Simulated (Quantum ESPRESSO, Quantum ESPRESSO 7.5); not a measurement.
**Ta(110), 5 layers against a metal electrode: a series in the charge of the slab**

What law, if any, do the results for Ta(110), 5 layers against a metal electrode follow against the charge of the slab?

Main program and level: Quantum ESPRESSO 7.5; plane-wave DFT, PBE, GBRV ultrasoft pseudopotentials.

## 1. The starting structure

It takes space group Im-3m (No. 229, cubic). Conventional cell: a = 3.310 Å, b = 3.310 Å, c = 3.310 Å, α = 90.00°, β = 90.00°, γ = 90.00°. Ta has 8 Ta at 2.87 Å nearest.

Set-up: The slab is relaxed neutral, then held. ESM with bc3: vacuum below and a metal electrode about 6 Å above the top atoms. Cold smearing of 0.02 Ry. Charges are set per cell from the starting area. The slabs take the lattice constants of the bulk relaxed by the same program.

Members 2, 3, 4.5, 6, 7 and 8 took the same steps and show in the table alone.

## 2. Variable-cell relaxation of the reference

The bulk crystal is relaxed in cell and atoms; the members are built on its lattice constants.

ref.vc.in reads:

```
&control
  prefix = 'ref.vc'
  outdir = './out'
  pseudo_dir = './pseudo'
  nstep = 40
  forc_conv_thr = 0.0003
  calculation = 'vc-relax'
/
&system
  ibrav = 0
  nat = 1
  ntyp = 1
  ecutwfc = 50
  ecutrho = 250
  occupations = 'smearing'
  smearing = 'mv'
  degauss = 0.02
/
&electrons
  conv_thr = 1e-09
  mixing_beta = 0.4
  electron_maxstep = 120
/
&ions
/
&cell
  press_conv_thr = 0.3
/
ATOMIC_SPECIES
  Ta  180.9479  ta_pbe_v1.uspp.F.UPF
CELL_PARAMETERS angstrom
  -1.65500000000000 1.65500000000000 1.65500000000000
  1.65500000000000 -1.65500000000000 1.65500000000000
  1.65500000000000 1.65500000000000 -1.65500000000000
ATOMIC_POSITIONS crystal
  Ta  0.000000000000 0.000000000000 0.000000000000
K_POINTS automatic
  17 17 17 0 0 0
```

Started as:

```sh
OMP_NUM_THREADS=1 mpirun -n 4 pw.x -nk 4 -in ref.vc.in > ref.vc.out
```

The program printed:

```text
Program PWSCF v.7.5 starts
[citation notice left out]

     Parallel version (MPI & OpenMP), running on       4 processor cores
     Number of MPI processes:                 4
     Threads/MPI process:                     1

     MPI processes distributed on     1 nodes
[...]
Current dimensions of program PWSCF are:
     Max number of different atomic species (ntypx) = 10
     Max number of k-points (npk) =  40000
     Max angular momentum in pseudopotentials (lmaxx) =  4
     Message from routine setup:
     using ibrav=0 with symmetry is DISCOURAGED, use correct ibrav instead

     K-points division:     npool     =       4
     Subspace diagonalization in iterative solution of the eigenvalue problem:
     a serial algorithm will be used

     G-vector sticks info
     --------------------
     sticks:   dense  smooth     PW     G-vecs:    dense   smooth      PW
     Sum         553     449    151                 8151     5895    1157

     Using Slab Decomposition

     bravais-lattice index     =            0
     lattice parameter (alat)  =       5.4170  a.u.
     unit-cell volume          =     122.3631 (a.u.)^3
     number of atoms/cell      =            1
     number of atomic types    =            1
     number of electrons       =        13.00
     number of Kohn-Sham states=           11
     kinetic-energy cutoff     =      50.0000  Ry
     charge density cutoff     =     250.0000  Ry
     scf convergence threshold =      1.0E-09
     mixing beta               =       0.4000
     number of iterations used =            8  plain     mixing
     energy convergence thresh.=      1.0E-04
     force convergence thresh. =      3.0E-04
     press convergence thresh. =      3.0E-01
     Exchange-correlation= SLA  PW   PBE  PBE
                           (   1   4   3   4   0   0   0)
     nstep                     =           40

     celldm(1)=   5.416983  celldm(2)=   0.000000  celldm(3)=   0.000000
     celldm(4)=   0.000000  celldm(5)=   0.000000  celldm(6)=   0.000000

     crystal axes: (cart. coord. in units of alat)
               a(1) = (  -0.577350   0.577350   0.577350 )
               a(2) = (   0.577350  -0.577350   0.577350 )
               a(3) = (   0.577350   0.577350  -0.577350 )

     reciprocal axes: (cart. coord. in units 2 pi/alat)
               b(1) = ( -0.000000  0.866025  0.866025 )
               b(2) = (  0.866025 -0.000000  0.866025 )
               b(3) = (  0.866025  0.866025  0.000000 )

     PseudoPot. # 1 for Ta read from file:
     ./pseudo/ta_pbe_v1.uspp.F.UPF
     Pseudo is Ultrasoft + core correction, Zval = 13.0
     Generated by new atomic code, or converted to UPF format
     Using radial grid of  921 points,  7 beta functions with:
                l(1) =   0
                l(2) =   0
                l(3) =   1
                l(4) =   1
                l(5) =   2
                l(6) =   2
                l(7) =   3
     Q(r) pseudized with  6 coefficients,  rinner =    1.300   1.300   1.300
                                                       1.300   1.300   1.300
                                                       1.300

     atomic species   valence    mass     pseudopotential
     Ta               13.00   180.94790     Ta( 1.00)

     48 Sym. Ops., with inversion, found

   Cartesian axes

     site n.     atom                  positions (alat units)
         1        Ta     tau(   1) = (   0.0000000   0.0000000   0.0000000  )

     number of k points=   165  Marzari-Vanderbilt smearing, width (Ry)=  0.0200

     Number of k-points >= 100: set verbosity='high' to print them.

     Dense  grid:     8151 G-vectors     FFT dimensions: (  27,  27,  27)

     Smooth grid:     5895 G-vectors     FFT dimensions: (  25,  25,  25)

     Estimated max dynamical RAM per process >      26.85 MB

     Estimated total dynamical RAM >     101.41 MB

     Initial potential from superposition of free atoms

     starting charge      12.9989, renormalised to      13.0000

     negative rho (up, down):  9.626E-02 0.000E+00
     Starting wfcs are   13 randomized atomic wfcs

     total cpu time spent up to now is        0.7 secs

     per-process dynamical memory:    19.8 Mb

     Self-consistent Calculation

     iteration #  1     ecut=    50.00 Ry     beta= 0.40
     Davidson diagonalization with overlap
     ethr =  1.00E-02,  avg # of iterations =  2.9

     Threshold (ethr) on eigenvalues was too large:
     Diagonalizing with lowered threshold

     Davidson diagonalization with overlap
     ethr =  1.69E-04,  avg # of iterations =  2.2

     negative rho (up, down):  9.850E-02 0.000E+00

     total cpu time spent up to now is        1.7 secs

     total energy              =    -141.88144447 Ry
     estimated scf accuracy    <       0.02422228 Ry

     iteration #  2     ecut=    50.00 Ry     beta= 0.40
[...]
negative rho (up, down):  1.010E-01 0.000E+00

[...]
total energy              =    -141.88127051 Ry
     estimated scf accuracy    <       0.00416303 Ry

     iteration #  3     ecut=    50.00 Ry     beta= 0.40
[...]
negative rho (up, down):  1.025E-01 0.000E+00

[...]
total energy              =    -141.88190320 Ry
     estimated scf accuracy    <       0.00019562 Ry

     iteration #  4     ecut=    50.00 Ry     beta= 0.40
[...]
negative rho (up, down):  1.024E-01 0.000E+00

[...]
total energy              =    -141.88191322 Ry
     estimated scf accuracy    <       0.00001978 Ry

     iteration #  5     ecut=    50.00 Ry     beta= 0.40
[...]
negative rho (up, down):  1.024E-01 0.000E+00

[...]
total energy              =    -141.88191540 Ry
     estimated scf accuracy    <       0.00000067 Ry

     iteration #  6     ecut=    50.00 Ry     beta= 0.40
[...]
negative rho (up, down):  1.024E-01 0.000E+00

[...]
total energy              =    -141.88191561 Ry
     estimated scf accuracy    <          5.9E-09 Ry

     iteration #  7     ecut=    50.00 Ry     beta= 0.40
[...]
negative rho (up, down):  1.024E-01 0.000E+00

[...]
total energy              =    -141.88191560 Ry
     estimated scf accuracy    <          8.2E-09 Ry

     iteration #  8     ecut=    50.00 Ry     beta= 0.40
[...]
negative rho (up, down):  1.024E-01 0.000E+00

[...]
the Fermi energy is    18.3476 ev

!    total energy              =    -141.88194644 Ry
     estimated scf accuracy    <          1.6E-13 Ry
     smearing contrib. (-TS)   =       0.00066156 Ry
     internal energy E=F+TS    =    -141.88260800 Ry

     The total energy is F=E-TS. E is the sum of the following terms:
     one-electron contribution =     -15.77813373 Ry
     hartree contribution      =      14.27880689 Ry
     xc contribution           =     -42.25455700 Ry
     ewald contribution        =     -98.12872416 Ry

     convergence has been achieved in   4 iterations

     negative rho (up, down):  1.023E-01 0.000E+00

     Forces acting on atoms (cartesian axes, Ry/au):

     atom    1 type  1   force =     0.00000000    0.00000000    0.00000000

     Total force =     0.000000     Total SCF correction =     0.000000

     Computing stress (Cartesian axis) and pressure

     negative rho (up, down):  1.023E-01 0.000E+00
          total   stress  (Ry/bohr**3)                   (kbar)     P=       -0.00
  -0.00000001   0.00000000  -0.00000000           -0.00        0.00       -0.00
   0.00000000  -0.00000001   0.00000000            0.00       -0.00        0.00
  -0.00000000   0.00000000  -0.00000001           -0.00        0.00       -0.00

     Energy error            =      4.9E-08 Ry
     Gradient error          =      0.0E+00 Ry/Bohr
     Cell gradient error     =      1.4E-03 kbar

     bfgs converged in   3 scf cycles and   2 bfgs steps
     (criteria: energy <  1.0E-04 Ry, force <  3.0E-04 Ry/Bohr, cell <  3.0E-01 kbar)

     End of BFGS Geometry Optimization

     Final enthalpy           =    -141.8819464446 Ry

     File ./out/ref.vc.bfgs deleted, as requested
Begin final coordinates
     new unit-cell volume =    123.10379 a.u.^3 (    18.24210 Ang^3 )
     density =     16.47130 g/cm^3

CELL_PARAMETERS (angstrom)
  -1.658332474   1.658332474   1.658332474
   1.658332474  -1.658332474   1.658332474
   1.658332474   1.658332474  -1.658332474

ATOMIC_POSITIONS (crystal)
Ta               0.0000000000        0.0000000000        0.0000000000
End final coordinates

[...]
Final scf calculation at the relaxed structure.
     The G-vectors are recalculated for the final unit cell
     Results may differ from those at the preceding step.

     G-vector sticks info
     --------------------
     sticks:   dense  smooth     PW     G-vecs:    dense   smooth      PW
     Sum         553     449    151                 8247     5895    1157

     Using Slab Decomposition

     bravais-lattice index     =            0
     lattice parameter (alat)  =       5.4170  a.u.
     unit-cell volume          =     123.1038 (a.u.)^3
     number of atoms/cell      =            1
     number of atomic types    =            1
     number of electrons       =        13.00
     number of Kohn-Sham states=           11
     kinetic-energy cutoff     =      50.0000  Ry
     charge density cutoff     =     250.0000  Ry
     scf convergence threshold =      1.0E-11
     mixing beta               =       0.4000
     number of iterations used =            8  plain     mixing
     press convergence thresh. =      3.0E-01
     Exchange-correlation= SLA  PW   PBE  PBE
                           (   1   4   3   4   0   0   0)

     celldm(1)=   5.416983  celldm(2)=   0.000000  celldm(3)=   0.000000
     celldm(4)=   0.000000  celldm(5)=   0.000000  celldm(6)=   0.000000

     crystal axes: (cart. coord. in units of alat)
               a(1) = (  -0.578513   0.578513   0.578513 )
               a(2) = (   0.578513  -0.578513   0.578513 )
               a(3) = (   0.578513   0.578513  -0.578513 )

     reciprocal axes: (cart. coord. in units 2 pi/alat)
               b(1) = (  0.000000  0.864285  0.864285 )
               b(2) = (  0.864285  0.000000  0.864285 )
               b(3) = (  0.864285  0.864285  0.000000 )

     PseudoPot. # 1 for Ta read from file:
     ./pseudo/ta_pbe_v1.uspp.F.UPF
     Pseudo is Ultrasoft + core correction, Zval = 13.0
     Generated by new atomic code, or converted to UPF format
     Using radial grid of  921 points,  7 beta functions with:
                l(1) =   0
                l(2) =   0
                l(3) =   1
                l(4) =   1
                l(5) =   2
                l(6) =   2
                l(7) =   3
     Q(r) pseudized with  6 coefficients,  rinner =    1.300   1.300   1.300
                                                       1.300   1.300   1.300
                                                       1.300

     atomic species   valence    mass     pseudopotential
     Ta               13.00   180.94790     Ta( 1.00)

     48 Sym. Ops., with inversion, found

   Cartesian axes

     site n.     atom                  positions (alat units)
         1        Ta     tau(   1) = (   0.0000000   0.0000000   0.0000000  )

     number of k points=   165  Marzari-Vanderbilt smearing, width (Ry)=  0.0200

     Number of k-points >= 100: set verbosity='high' to print them.

     Dense  grid:     8247 G-vectors     FFT dimensions: (  27,  27,  27)

     Smooth grid:     5895 G-vectors     FFT dimensions: (  25,  25,  25)

     Estimated max dynamical RAM per process >      27.12 MB

     Estimated total dynamical RAM >     102.43 MB

     Initial potential from superposition of free atoms

     starting charge      12.9989, renormalised to      13.0000

     negative rho (up, down):  9.615E-02 0.000E+00
     Starting wfcs are   13 randomized atomic wfcs

     total cpu time spent up to now is       10.7 secs

     per-process dynamical memory:    33.2 Mb

     Self-consistent Calculation

     iteration #  1     ecut=    50.00 Ry     beta= 0.40
     Davidson diagonalization with overlap
     c_bands:  1 eigenvalues not converged
     ethr =  1.00E-06,  avg # of iterations =  9.8

     negative rho (up, down):  9.840E-02 0.000E+00

     total cpu time spent up to now is       11.8 secs

     total energy              =    -141.88126553 Ry
     estimated scf accuracy    <       0.02508164 Ry

[...]
iteration # 11     ecut=    50.00 Ry     beta= 0.40
[...]
negative rho (up, down):  1.023E-01 0.000E+00

[...]
End of self-consistent calculation

     Number of k-points >= 100: set verbosity='high' to print the bands.

     the Fermi energy is    18.3476 ev

!    total energy              =    -141.88196251 Ry
     estimated scf accuracy    <          3.6E-14 Ry
     smearing contrib. (-TS)   =       0.00066156 Ry
     internal energy E=F+TS    =    -141.88262407 Ry

     The total energy is F=E-TS. E is the sum of the following terms:
     one-electron contribution =     -15.77818889 Ry
     hartree contribution      =      14.27884510 Ry
     xc contribution           =     -42.25455611 Ry
     ewald contribution        =     -98.12872416 Ry

     convergence has been achieved in  11 iterations

     negative rho (up, down):  1.023E-01 0.000E+00

     Forces acting on atoms (cartesian axes, Ry/au):

     atom    1 type  1   force =     0.00000000    0.00000000    0.00000000

     Total force =     0.000000     Total SCF correction =     0.000000

     Computing stress (Cartesian axis) and pressure

     negative rho (up, down):  1.023E-01 0.000E+00
          total   stress  (Ry/bohr**3)                   (kbar)     P=        0.19
   0.00000126  -0.00000000  -0.00000000            0.19       -0.00       -0.00
  -0.00000000   0.00000126  -0.00000000           -0.00        0.19       -0.00
  -0.00000000  -0.00000000   0.00000126           -0.00       -0.00        0.19

[...]
=------------------------------------------------------------------------------=
   JOB DONE.
=------------------------------------------------------------------------------=
```

Run time: 17 s. Hardware: 4 MPI ranks of Arm Neoverse V1, shared host; peak memory 0.26 GiB; 68 s of CPU time.

Step by step:

```tsv
step	energy less that of the first step (eV)	largest force (eV/Å)	volume (Å³)
1	0.0000	0.0000	18.13
2	-0.0004	0.0000	18.25
3	-0.0004	0.0000	18.24
4	-0.0006	0.0000	18.24
```

```tsv
conventional cell, symmetrised	before	after	change
a (Å)	3.310	3.317	+0.2 %
b (Å)	3.310	3.317	+0.2 %
c (Å)	3.310	3.317	+0.2 %
volume (Å³/atom)	18.13	18.24	+0.6 %
```

The relaxed structure:

```xyz
1
Lattice="-1.6583 1.6583 1.6583 1.6583 -1.6583 1.6583 1.6583 1.6583 -1.6583" Properties=species:S:1:pos:R:3 pbc="T T T"
Ta    0.0000    0.0000    0.0000
```

 The last row is no step: it is a fresh SCF in the final cell with a new plane-wave basis, -0 meV from the row before.

Numbers from this step:

* free energy: -1930.4024 eV
* Fermi energy: 18.35 eV

(Part 1 of 4 ends here.)

[Logs are printed without paths, hosts, clocks, repeated set-up lines and the standing remarks that a program may print on its own settings, such as how far it seeks lower states.]

[Hosts, paths, dates, database ids (printed as entryN), source tags and the programs' standing remarks are cut or masked in the printed files.]

[Maps of the electrostatic potential energy from Ansatz leave out the sawtooth potential of an applied field or a dipole correction, so their vacuum need not be flat; planar profiles and work functions include it.]
